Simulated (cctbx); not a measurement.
# Interatomic vectors of Te4S9

Space group R-3 (no. 148), a = 10.9940 Å, b = 10.9940 Å, c = 17.3460 Å, α = 90.00°, β = 90.00°, γ = 120.00°, content Te24 S54.

The data are simulated with cctbx, not measured: Mo Kα, λ = 0.71073 Å, to d = 0.84 Å, 50 % of the full sphere, strongest reflection 40000 counts, noise from counting, a 6 % proportional error and a noise floor of 2 counts (s.d.); no absorption, some extinction.

Patterson synthesis from sharpened amplitudes, origin scaled to 1000:

```text
Patterson group R -3 :H
      u       v       w   height  length (A)
  0.000   0.000   0.000   1000.0     0.00
  0.015   0.108   0.668    253.0     5.86
  0.025   0.292   0.399    214.8     7.57
  0.023   0.292   0.762    212.6     5.16
  0.024   0.293   0.839    200.4     4.16
  0.000   0.000   0.362    160.7     6.28
  0.054   0.586   0.156    130.0     5.57
  0.006   0.159   0.079     93.1     2.19
  0.035   0.232   0.974     82.1     2.42
  0.073   0.868   0.344     66.4     6.29
  0.014   0.118   0.320     60.5     5.69
  0.054   0.498   0.828     58.8     5.99
  0.024   0.188   0.724     57.1     5.17
  0.014   0.953   0.119     55.1     2.15
```

**Question.** Which atom pairs make the peaks, and where is the heaviest atom?

A peak at u stands for all pairs with xi − xj = u, with weight Σ ZiZj against Σ Z² = 78720 at the origin. Peak heights follow these weights only roughly, since form factors, motion and series ripples differ, all vectors within 0.55 Å of a peak are counted as merged into it though the farther ones add only part of their weight, and F(000) is left out, which lowers the whole map:

| u | v | w | shortest length (Å) | height | 1000 ΣZiZj/ΣZ² | pairs in the cell |
| --- | --- | --- | --- | --- | --- | --- |
| 0.015 | 0.108 | 0.668 | 5.34 | 253 | 270 | 6 × Te–Te, 6 × Te–S |
| 0.025 | 0.292 | 0.399 | 4.34 | 215 | 206 | 6 × Te–Te |
| 0.023 | 0.292 | 0.762 | 4.16 | 213 | 206 | 6 × Te–Te |
| 0.024 | 0.293 | 0.839 | 4.17 | 200 | 216 | 6 × Te–Te, 3 × S–S |
| 0.000 | 0.000 | 0.362 | 6.28 | 161 | 162 | 3 × Te–Te, 18 × S–S |
| 0.054 | 0.586 | 0.156 | 4.85 | 130 | 186 | 3 × Te–Te, 6 × Te–S, 6 × S–S |
| 0.006 | 0.159 | 0.079 | 2.20 | 93 | 127 | 12 × Te–S |
| 0.035 | 0.232 | 0.974 | 2.42 | 82 | 127 | 12 × Te–S |
| 0.073 | 0.868 | 0.344 | 5.32 | 66 | 83 | 6 × Te–S, 6 × S–S |
| 0.014 | 0.118 | 0.320 | 5.41 | 60 | 63 | 6 × Te–S |

The table stops at ten peaks or at a height of 45, below which ripples compete. In the model behind the data Te, the heaviest element, has 2 independent sites: (1/3, 2/3, 0.8483) and (0.0417, 0.3972, 0.2467), up to an allowed shift of origin; the Te–Te vectors are differences of these positions and their symmetry mates. The whole model:

| atom | mult. | x | y | z | Ueq (Å²) |
| --- | --- | --- | --- | --- | --- |
| Te1 | 6 | 1/3 | 2/3 | 0.8483 | 0.0087 |
| Te2 | 18 | 0.0417 | 0.3972 | 0.2467 | 0.0084 |
| S1 | 18 | 0.5589 | 0.9236 | 0.2112 | 0.0126 |
| S2 | 18 | 0.5064 | 0.8274 | 0.4075 | 0.0148 |
| S3 | 18 | 0.8487 | 0.0237 | 0.1005 | 0.0142 |

The model is made up (kin elements in a known structure type, no relaxation), so it says nothing on whether the phase exists.

[Logs are printed without paths, hosts, clocks, repeated set-up lines and the standing remarks that a program may print on its own settings, such as how far it seeks lower states.]
